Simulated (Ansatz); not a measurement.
**How Cr(110) screens a field**

Aim: image plane and induced charge of Cr(110).

Program: Ansatz 0.2.0. Level of theory: plane-wave DFT, PBE, Ansatz PAW. Values are calculated unless marked as measured.

The raw output is cut from this account; settings, times and results stay.

**1. Starting point**

The cell holds 7 atoms: 7 Cr. Its edges and angles: a = 2.494 Å, b = 2.494 Å, c = 30.219 Å, α = 90.0°, β = 90.0°, γ = 70.5°. Vacuum lies along c.

**2. Single point, field 0**

A sawtooth potential applies the field, turning back in the middle of the vacuum. With the dipole correction the typed value is the field outside the slab. The induced dipole is small, so the SCF threshold is tight.

input.yaml reads:

```yaml
crystal:
  lattice:
    - [2.0364675298, -1.44, 0.0]
    - [2.0364675298, 1.44, 0.0]
    - [0.0, 0.0, 30.2188051789]
  atoms:
    - { symbol: Cr, position: [0.0, 0.0, 0.2978277912] }
    - { symbol: Cr, position: [0.5, 0.5, 0.3652185275] }
    - { symbol: Cr, position: [0.0, 0.0, 0.4326092637] }
    - { symbol: Cr, position: [0.5, 0.5, 0.5] }
    - { symbol: Cr, position: [0.0, 0.0, 0.5673907363] }
    - { symbol: Cr, position: [0.5, 0.5, 0.6347814725] }
    - { symbol: Cr, position: [0.0, 0.0, 0.7021722088] }
kpoints:
  mp_grid: { grid: [22, 22, 1] }
hamiltonian:
  xc: pbe
scf:
  occupations: { method: fermi_dirac, width: 0.1 }
  convergence: { dr2_threshold: 1.0e-10 }
efield:
  axis: 3
  dipole_correction: true
  ramp_position: 0.97
  ramp_width: 0.06
  amplitude: 0
output:
  forces: true
  write_potential: true
  write_density: true
  volumetric_format: npy
```

Command:

```
ansatz run input.yaml --threads 4 --pin off --max-ram 6144MiB --backend cpu --events-out ev --progress --plain --runs-dir out
```

Run time: 69 s. Hardware: 4 threads of Intel Xeon Platinum 8175M at 2.50GHz (Skylake/Cascade Lake), shared host; peak memory 1.5 GiB; 4 min of CPU time.

This run has no spin polarisation, although Cr can carry a moment.

Numbers from this step:

| Quantity | Value |
| --- | --- |
| energy at zero smearing | -23641.6241 eV |
| work function, upper face | 4.878 eV |
| dipole along the normal | -3.41e-8 e·Å |

Running mean over 2.036 Å of the planar mean; the ramp of the sawtooth is left out. Table of electron's electrostatic potential energy less the Fermi level by z:

| z (Å) | electron's electrostatic potential energy less the Fermi level (eV) |
| --- | --- |
| 3.5 | 4.88 |
| 4.0 | 4.88 |
| 4.5 | 4.88 |
| 5.0 | 4.87 |
| 5.5 | 4.85 |
| 6.0 | 4.78 |
| 6.5 | 4.55 |
| 7.0 | 3.82 |
| 7.5 | 1.34 |
| 8.0 | -3.33 |
| 8.5 | -7.76 |
| 9.0 | -9.54 |
| 9.5 | -9.73 |
| 10.0 | -9.79 |
| 10.5 | -9.87 |
| 11.0 | -9.89 |
| 11.5 | -9.90 |
| 12.0 | -9.89 |
| 12.5 | -9.87 |
| 13.0 | -9.86 |
| 13.5 | -9.85 |
| 14.0 | -9.84 |
| 14.5 | -9.84 |
| 15.0 | -9.84 |
| 15.5 | -9.84 |
| 16.0 | -9.84 |
| 16.5 | -9.85 |
| 17.0 | -9.86 |
| 17.5 | -9.87 |
| 18.0 | -9.88 |
| 18.5 | -9.90 |
| 19.0 | -9.90 |
| 19.5 | -9.88 |
| 20.0 | -9.83 |
| 20.5 | -9.75 |
| 21.0 | -9.69 |
| 21.5 | -8.90 |
| 22.0 | -5.48 |
| 22.5 | -0.543 |
| 23.0 | 3.07 |
| 23.5 | 4.33 |
| 24.0 | 4.71 |
| 24.5 | 4.83 |
| 25.0 | 4.86 |
| 25.5 | 4.87 |
| 26.0 | 4.88 |
| 26.5 | 4.88 |
| 27.0 | 4.88 |

Force by atom:

| atom | x (eV/Å) | y (eV/Å) | z (eV/Å) | size |
| --- | --- | --- | --- | --- |
| Cr1 | 0.000 | 0.000 | 0.733 | 0.733 |
| Cr2 | 0.000 | 0.000 | -0.462 | 0.462 |
| Cr3 | 0.000 | 0.000 | 0.023 | 0.023 |
| Cr4 | 0.000 | 0.000 | 0.000 | 0.000 |
| Cr5 | 0.000 | 0.000 | -0.023 | 0.023 |
| Cr6 | 0.000 | 0.000 | 0.462 | 0.462 |
| Cr7 | 0.000 | 0.000 | -0.733 | 0.733 |

The work function of the upper face is 4.88 eV.

**3. Atoms held, field 0.05 V/Å**

input.yaml: that of step 2 with these lines changed.

```diff
@@ -25,3 +25,3 @@
   ramp_width: 0.06
-  amplitude: 0
+  amplitude: 0.05
 output:
```

It took 72 s on 4 threads; peak memory 1.5 GiB.

The dipole is 0.0261 e·Å.

**4. Single point, field -0.05 V/Å**

input.yaml: that of step 3 with these lines changed.

```diff
@@ -25,3 +25,3 @@
   ramp_width: 0.06
-  amplitude: 0.05
+  amplitude: -0.05
 output:
```

Run time: 72 s. Hardware: 4 threads; peak memory 1.4 GiB.

The dipole is -0.0261 e·Å.

**5. Single point, field 0.1 V/Å**

input.yaml: that of step 4 with these lines changed.

```diff
@@ -25,3 +25,3 @@
   ramp_width: 0.06
-  amplitude: -0.05
+  amplitude: 0.1
 output:
```

Elapsed: 72 s, on 4 threads; peak memory 1.5 GiB; 4.7 min of CPU time.

The dipole is 0.0522 e·Å.

**6. Atoms held, field -0.1 V/Å**

input.yaml: that of step 5 with these lines changed.

```diff
@@ -25,3 +25,3 @@
   ramp_width: 0.06
-  amplitude: 0.1
+  amplitude: -0.1
 output:
```

Run time: 72 s. Hardware: 4 threads; peak memory 1.5 GiB.

The dipole is -0.0522 e·Å.

**7. Atoms held, field 0.2 V/Å**

input.yaml: that of step 6 with these lines changed.

```diff
@@ -25,3 +25,3 @@
   ramp_width: 0.06
-  amplitude: -0.1
+  amplitude: 0.2
 output:
```

Elapsed: 72 s, on 4 threads; peak memory 1.5 GiB; 4.7 min of CPU time.

The dipole is 0.104 e·Å.

**8. Single point, field -0.2 V/Å**

input.yaml: that of step 7 with these lines changed.

```diff
@@ -25,3 +25,3 @@
   ramp_width: 0.06
-  amplitude: 0.2
+  amplitude: -0.2
 output:
```

It took 74 s on 4 threads; peak memory 1.5 GiB; 4.8 min of CPU time.

The dipole is -0.104 e·Å.

**9. Single point, field 0.4 V/Å**

input.yaml: that of step 8 with these lines changed.

```diff
@@ -25,3 +25,3 @@
   ramp_width: 0.06
-  amplitude: -0.2
+  amplitude: 0.4
 output:
@@ -31 +31,2 @@
   volumetric_format: npy
+  elf: true
```

The job ended after 77 s (4 threads; peak memory 1.4 GiB; 5.1 min of CPU time).

Running mean over 2.036 Å of the planar mean, with the applied field; the ramp of the sawtooth is left out. The electron's electrostatic potential energy less the Fermi level by z:

z (Å), electron's electrostatic potential energy less the Fermi level (eV) and a bar from the least value:
```
        4       3.67 #########################
        5       4.06 ##########################
        6       4.34 ##########################
        7       3.69 #########################
        8      -3.34 ############
        9      -9.54 #
       10      -9.79 
       11      -9.89 
       12      -9.89 
       13      -9.86 
       14      -9.84 
       15      -9.84 
       16      -9.84 
       17      -9.86 
       18      -9.88 
       19      -9.90 
       20      -9.83 
       21      -9.70 
       22      -5.48 ########
       23       3.17 ########################
       24       5.10 ############################
       25       5.62 #############################
       26       6.03 #############################
       27       6.43 ##############################
```

The dipole is 0.209 e·Å.

**10. The response**

This step: plane-wave DFT, PBE, Ansatz PAW; screening of a field by a metal slab (Ansatz 0.2.0).

The dipoles give the slope, and the difference of two potentials shows where the field is screened.

This step gave:

```
equivalent conductor thickness p/(ε₀AE)      : 16.09 Å
distance between the outer atoms             : 12.22 Å
inner field over outer field                 : -4.53e-4
image plane, upper face                      : 1.928 Å
induced electrons on the upper face over ε₀E : -1.001
image plane, lower face                      : 1.928 Å
induced electrons on the lower face over ε₀E : 1.001
```

The dipole of the cell by applied field:

| applied field (V/Å) | dipole of the cell (e·Å) |
| --- | --- |
| -0.200 | -0.104 |
| -0.100 | -0.0522 |
| -0.050 | -0.0261 |
| 0.000 | 0 |
| 0.050 | 0.0261 |
| 0.100 | 0.0522 |
| 0.200 | 0.104 |
| 0.400 | 0.209 |

Local field over the applied field, running mean. From the potentials at -0.05 and 0.05 V/Å; running mean over 2.036 Å. Table of local field over applied field by z:

| z (Å) | local field over applied field |
| --- | --- |
| 4.5 | 0.992 |
| 5.0 | 0.981 |
| 5.5 | 0.954 |
| 6.0 | 0.894 |
| 6.5 | 0.775 |
| 7.0 | 0.581 |
| 7.5 | 0.342 |
| 8.0 | 0.143 |
| 8.5 | 0.0155 |
| 9.0 | -0.0280 |
| 9.5 | -0.0106 |
| 10.0 | 0.00137 |
| 10.5 | 0.00224 |
| 11.0 | -5.4e-4 |
| 11.5 | -0.00121 |
| 12.0 | -6.0e-4 |
| 12.5 | -0.00140 |
| 13.0 | -0.00172 |
| 13.5 | -0.00125 |
| 14.0 | -5.7e-4 |
| 14.5 | -4.6e-4 |
| 15.0 | -4.4e-4 |
| 15.5 | -4.6e-4 |
| 16.0 | -4.4e-4 |
| 16.5 | -9.5e-4 |
| 17.0 | -0.00157 |
| 17.5 | -0.00170 |
| 18.0 | -7.8e-4 |
| 18.5 | -9.6e-4 |
| 19.0 | -0.00110 |
| 19.5 | 8.4e-4 |
| 20.0 | 0.00243 |
| 20.5 | -0.00230 |
| 21.0 | -0.0246 |
| 21.5 | -0.0136 |
| 22.0 | 0.0773 |
| 22.5 | 0.246 |
| 23.0 | 0.477 |
| 23.5 | 0.700 |
| 24.0 | 0.850 |
| 24.5 | 0.933 |
| 25.0 | 0.972 |
| 25.5 | 0.989 |
| 26.0 | 0.996 |

Electrons, planar mean, per unit field. Table of induced electron density by z:

| z (Å) | induced electron density (e/Å³ per V/Å) |
| --- | --- |
| 5 | 1.2e-4 |
| 6 | 6.6e-4 |
| 7 | 0.00272 |
| 8 | 0.00315 |
| 9 | -2.1e-4 |
| 10 | 1.3e-4 |
| 11 | -1.8e-4 |
| 12 | 2.6e-5 |
| 13 | -4.8e-5 |
| 14 | -6.4e-6 |
| 15 | 0 |
| 16 | -6.1e-6 |
| 17 | 3.5e-5 |
| 18 | -2.9e-5 |
| 19 | 1.1e-4 |
| 20 | -1.2e-4 |
| 21 | 3.8e-4 |
| 22 | -0.00173 |
| 23 | -0.00332 |
| 24 | -9.4e-4 |
| 25 | -1.8e-4 |
| 26 | -2.7e-5 |

By hand: between -0.05 and 0.05 V/Å the dipole changes by 0.05215 e·Å, a slope of 0.5215 e·Å²/V. A perfect conductor of thickness t has p = ε₀AEt, so t = 180.95 × 0.5215 / 5.865 = 16.09 Å (e/ε₀ = 180.95 V·Å, A in Å²). Less the 12.22 Å between the outer atoms, and halved, that puts each image plane 1.94 Å out.

The induced dipole is that of a conductor 16.09 Å thick.

**11. The same run with other settings**

This step: plane-wave DFT, PBE, Ansatz PAW (Ansatz 0.2.0).

An input spoilt on purpose, to show how the run answers: it repeats the earlier run at 0.05 V/Å with efield.ramp_position from 0.97 to 0.475, and scf.max_iter set to 75.

input.yaml: that of step 9 with these lines changed.

```diff
@@ -20,2 +20,3 @@
   convergence: { dr2_threshold: 1.0e-10 }
+  max_iter: 75
 efield:
@@ -23,5 +24,5 @@
   dipole_correction: true
-  ramp_position: 0.97
+  ramp_position: 0.475
   ramp_width: 0.06
-  amplitude: 0.4
+  amplitude: 0.05
 output:
@@ -31,2 +32 @@
   volumetric_format: npy
-  elf: true
```

It took 0.54 s on 4 threads; peak memory 0.74 GiB; 1.4 s of CPU time.

The program refused the input before any cycle.

The program's message: “Error: efield: ion 3 (Cr) at fractional coordinate 0.5000 along the field axis lies inside the sawtooth ramp with 2 of the planes that the density is read on at each end, [0.4657, 0.5443] — the ramp m …”

The fault put into the input: the ramp among the atoms.

**12. Varying the input**

This step: plane-wave DFT, PBE, Ansatz PAW, but for the change named below (Ansatz 0.2.0).

An input spoilt on purpose, to show how the run answers: it repeats the earlier run at 0.05 V/Å with hamiltonian.hubbard to sites: [species: Cr, l: d, u_eff: 40.0], and scf.max_iter set to 50.

input.yaml: that of step 11 with these lines changed.

```diff
@@ -17,2 +17,3 @@
   xc: pbe
+  hubbard: { sites: [{ species: Cr, l: d, u_eff: 40.0 }] }
 scf:
@@ -20,3 +21,3 @@
   convergence: { dr2_threshold: 1.0e-10 }
-  max_iter: 75
+  max_iter: 50
 efield:
@@ -24,3 +25,3 @@
   dipole_correction: true
-  ramp_position: 0.475
+  ramp_position: 0.97
   ramp_width: 0.06
```

Run time: 10 min. Hardware: 4 threads; peak memory 4.2 GiB; 39 min of CPU time.

Residual by cycle:

cycle, log10 residual and a bar from the least value:
```
        1        1.9 #############################
        5        2.3 ##############################
        9        2.1 #############################
       13        0.2 #######################
       17       -1.8 #################
       21       -2.8 ##############
       24       -2.7 ##############
       28       -2.3 ################
       32       -2.2 ################
       36       -1.9 #################
       40       -2.5 ###############
       44       -7.3
```

The run was cut off at its time limit.

After 44 cycles the residual stands at 5.5e-8.

The fault put into the input: an enormous or negative U.

**13. Summary of results**

```json
{
 "work function": "4.88 eV",
 "image plane, upper face": "1.93 Å",
 "induced electrons on the upper face over ε₀E": "-1.00",
 "equivalent conductor thickness p/(ε₀AE)": "16.1 Å",
 "inner field over outer field": "-4.5e-4"
}
```

In words: The induced charge has its centre 1.93 Å outside the outermost atoms; this is the plane from which a capacitor's gap or an image potential counts. The equivalent conductor thickness exceeds the distance between the outer atoms by 3.87 Å, about the sum of the two image-plane distances. In the middle of the slab the field is screened to under 0.5 % of its outer value. The atoms are held at bulk positions with the tabulated experimental lattice constant. The main runs have no spin polarisation; a magnetic state could lie lower and would change these results.

[Long decimals in the printed logs are rounded to 6 places.]

[Logs are printed without paths, hosts, clocks, repeated set-up lines and the standing remarks that a program may print on its own settings, such as how far it seeks lower states.]

[Hosts, paths, dates, database ids (printed as entryN), source tags and the programs' standing remarks are cut or masked in the printed files.]

[Maps of the electrostatic potential energy from Ansatz leave out the sawtooth potential of an applied field or a dipole correction, so their vacuum need not be flat; planar profiles and work functions include it.]
